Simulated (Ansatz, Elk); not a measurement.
# ZnAg2GeSe4: X-ray structure factors from the self-consistent density, part 2 of 2

The structure of ZnAg2GeSe4 used here is made up (a known structure type with other elements) and was relaxed beforehand with PBE. The aim is the Fourier transform of its all-electron density, F(hkl), set beside the sum over free spherical atoms that refinements use.

Elk 11.2.3 (patched build); all-electron DFT.

So far: The starting structure; Ground state and structure factors; The highest occupied states alone.

The structure was built from a prototype and need not be the compound's stable phase.

**4. Another try**

Level of this step: DFT, PBE, all-electron APW+lo, Dirac cores, scalar-relativistic bands, static density, no spin (Elk).

In this try the input is made faulty on purpose, to show what that does.

The input is changed as shown.

File elk.in:

```
tasks
  0
  195

xctype
  20

spinpol
  .false.

rgkmax
  3.5

gmaxvr
  14.0

lmaxo
  7

lmaxapw
  8

swidth
  0.002

tshift
  .false.

ramdisk
  .false.

hmaxvr
  5.5

maxscl
  60

epspot
  1e-06

sppath
  './'

avec
  -7.19489945862 7.19489945862 6.10385055299
  7.19489945862 -7.19489945862 6.10385055299
  7.19489945862 7.19489945862 -6.10385055299

atoms
  4
  'Ag.in'
  2
  0.2500000000 0.7500000000 0.5000000000   0.000000 0.000000 0.000000
  0.7500000000 0.2500000000 0.5000000000   0.000000 0.000000 0.000000
  'Se.in'
  4
  0.9101582989 0.5653314767 -0.0000000000   0.000000 0.000000 0.000000
  0.0898417011 0.0898417011 0.6551731777   0.000000 0.000000 0.000000
  0.5653314767 0.9101582989 0.0000000000   0.000000 0.000000 0.000000
  0.4346685233 0.4346685233 0.3448268223   0.000000 0.000000 0.000000
  'Ge.in'
  1
  0.5000000000 0.5000000000 0.0000000000   0.000000 0.000000 0.000000
  'Zn.in'
  1
  0.0000000000 0.0000000000 0.0000000000   0.000000 0.000000 0.000000

ngridk
  5 5 5
```

Launch:

```
> OMP_NUM_THREADS=4 elk
```

Numbers of over 12 decimals in the logs are rounded to 6 here.

Log:

```text
┌─────────────────────────┐
│ Elk code version 11.2.3 │
└─────────────────────────┘

All units are atomic (Hartree, Bohr, etc.)

┌─────────────────────────────────────────────────┐
│ Ground-state run starting from atomic densities │
└─────────────────────────────────────────────────┘

Lattice vectors :
  -7.194899459       7.194899459       6.103850553
   7.194899459      -7.194899459       6.103850553
   7.194899459       7.194899459      -6.103850553

Reciprocal lattice vectors :
  0.1102661922E-16  0.4366416337      0.5146902969
[...]
species : 3 (Ge)
   atom 1                    :    30.06834385     (  0.8349531518E-03)
  species : 4 (Zn)
   atom 1                    :    28.83898606     (  0.8783937502E-04)
 total in muffin-tins        :    276.4461170
 total calculated charge     :    291.9987188
 total charge                :    292.0000000
 error                       :   0.1281213716E-02

┌──────────────────────────────┐
│ Self-consistent loop stopped │
└──────────────────────────────┘

Warning : core states of species 2 leak from the muffin-tin :   0.1517021174E-03

Warning : core states of species 3 leak from the muffin-tin :   0.8349531518E-03

Wrote STATE.OUT
[key lines of the parts left out:]
total energy                :     -24248.321186022
```

Run time: 38 s. Hardware: 4 threads of AMD EPYC 9R45 (Zen 5), shared host; peak memory 0.34 GiB.

The run finished. A setting was moved off its sound value on purpose, so it serves as a test and not as the result.

The fault put into the input: a cutoff far too low.

Its structure factors differ from the first run's by R = 0.2 %.

**5. Another functional**

The difference from free atoms is small, so it is set against the change that LDA (Perdew-Wang) makes.

elk.in: that of step 4 with these lines changed.

```diff
@@ -5,3 +5,3 @@
 xctype
-  20
+  3
 
@@ -11,3 +11,3 @@
 rgkmax
-  3.5
+  7.0
 
@@ -35,3 +35,3 @@
 maxscl
-  60
+  120
```

Launch:

```
> OMP_NUM_THREADS=4 elk
```

Log:

```text
┌─────────────────────────┐
│ Elk code version 11.2.3 │
└─────────────────────────┘

All units are atomic (Hartree, Bohr, etc.)

┌─────────────────────────────────────────────────┐
│ Ground-state run starting from atomic densities │
└─────────────────────────────────────────────────┘

Lattice vectors :
  -7.194899459       7.194899459       6.103850553
   7.194899459      -7.194899459       6.103850553
   7.194899459       7.194899459      -6.103850553

Reciprocal lattice vectors :
  0.1102661922E-16  0.4366416337      0.5146902969
[...]
species : 3 (Ge)
   atom 1                    :    30.16116788     (  0.7896168453E-03)
  species : 4 (Zn)
   atom 1                    :    28.90089119     (  0.8145579119E-04)
 total in muffin-tins        :    278.7848281
 total calculated charge     :    291.9976860
 total charge                :    292.0000000
 error                       :   0.2313978812E-02

┌──────────────────────────────┐
│ Self-consistent loop stopped │
└──────────────────────────────┘

Warning : core states of species 2 leak from the muffin-tin :   0.1510033629E-03

Warning : core states of species 3 leak from the muffin-tin :   0.7896168453E-03

Wrote STATE.OUT
[key lines of the parts left out:]
total energy                :     -24222.871243571
```

The job ended after 41 s (4 threads; peak memory 0.3 GiB; 2.2 min of CPU time).

Against the first run R = 0.06 %; the largest change is -0.088 at 002.

**6. Basis size**

The basis and the expansions that go with it are enlarged, to see whether the differences are converged.

elk.in: that of step 5 with these lines changed.

```diff
@@ -5,3 +5,3 @@
 xctype
-  3
+  20
 
@@ -11,12 +11,12 @@
 rgkmax
-  7.0
+  8.5
 
 gmaxvr
-  14.0
+  18.0
 
 lmaxo
-  7
+  9
 
 lmaxapw
-  8
+  10
```

Launch:

```
> OMP_NUM_THREADS=4 elk
```

Log:

```text
┌─────────────────────────┐
│ Elk code version 11.2.3 │
└─────────────────────────┘

All units are atomic (Hartree, Bohr, etc.)

┌─────────────────────────────────────────────────┐
│ Ground-state run starting from atomic densities │
└─────────────────────────────────────────────────┘

Lattice vectors :
  -7.194899459       7.194899459       6.103850553
   7.194899459      -7.194899459       6.103850553
   7.194899459       7.194899459      -6.103850553

Reciprocal lattice vectors :
  0.1102661922E-16  0.4366416337      0.5146902969
[...]
species : 3 (Ge)
   atom 1                    :    30.14381732     (  0.7701533441E-03)
  species : 4 (Zn)
   atom 1                    :    28.88713426     (  0.8131812573E-04)
 total in muffin-tins        :    278.8279903
 total calculated charge     :    291.9984322
 total charge                :    292.0000000
 error                       :   0.1567777633E-02

┌──────────────────────────────┐
│ Self-consistent loop stopped │
└──────────────────────────────┘

Warning : core states of species 2 leak from the muffin-tin :   0.1533314223E-03

Warning : core states of species 3 leak from the muffin-tin :   0.7701533441E-03

Wrote STATE.OUT
[key lines of the parts left out:]
total energy                :     -24250.848087665
```

Run time: 2.4 min. Hardware: 4 threads; peak memory 0.83 GiB.

Against the first run R = 0.01 %; the largest change is -0.018 at 532.

**7. Settings against the effect**

| run | R against the first run (%) | R against neutral atoms, low angle (%) | wall time |
| --- | --- | --- | --- |
| PBE, rgkmax 7 | 0.00 | 0.41 | 56 s |
| LDA (Perdew-Wang) | 0.06 | 0.42 | 41 s |
| rgkmax 8.5 with larger expansions | 0.01 | 0.41 | 2.4 min |

**8. Outcome**

| Item | Value |
| --- | --- |
| R against neutral atoms, sin θ/λ < 0.3 Å⁻¹ | 0.41 % |
| R against neutral atoms, 0.3 to 0.65 Å⁻¹ | 0.20 % |

**Reading.** Independent neutral atoms miss the calculated amplitudes by R = 0.41 % below 0.3 Å⁻¹ and 0.20 % from there to 0.65 Å⁻¹; by shells, 0.61 % below 0.15 Å⁻¹ (3 forms), 0.40 % 0.15 to 0.3 (16 forms), 0.23 % 0.3 to 0.45 (36 forms), 0.18 % above 0.45 (94 forms). Bonding, aspherical density and the tables' own atoms all enter these figures, and the runs don't part them. The largest change of an amplitude is -0.62 electrons, at 312. R counts amplitudes alone; phases shift too. The window's part falls from 54.0 electrons at the origin to at most 3.35 between 0.45 and 0.65 Å⁻¹, where compact states inside the window still scatter. Below 0.3 Å⁻¹ the changes that finished (LDA (Perdew-Wang) and rgkmax 8.5 with larger expansions) move F by R = 0.04 % at most, against the 0.41 % that separates it from free atoms. The k-mesh has no finished test. These runs have no spin, though d or f shells may be open. Part of the difference isn't bonding: the tables are fits to free atoms and ions calculated by other methods than this functional. Thermal motion, anomalous dispersion and extinction are left out.

[Logs are printed without paths, hosts, clocks, repeated set-up lines and the standing remarks that a program may print on its own settings, such as how far it seeks lower states.]

[Hosts, paths, dates, database ids (printed as entryN), source tags and the programs' standing remarks are cut or masked in the printed files.]
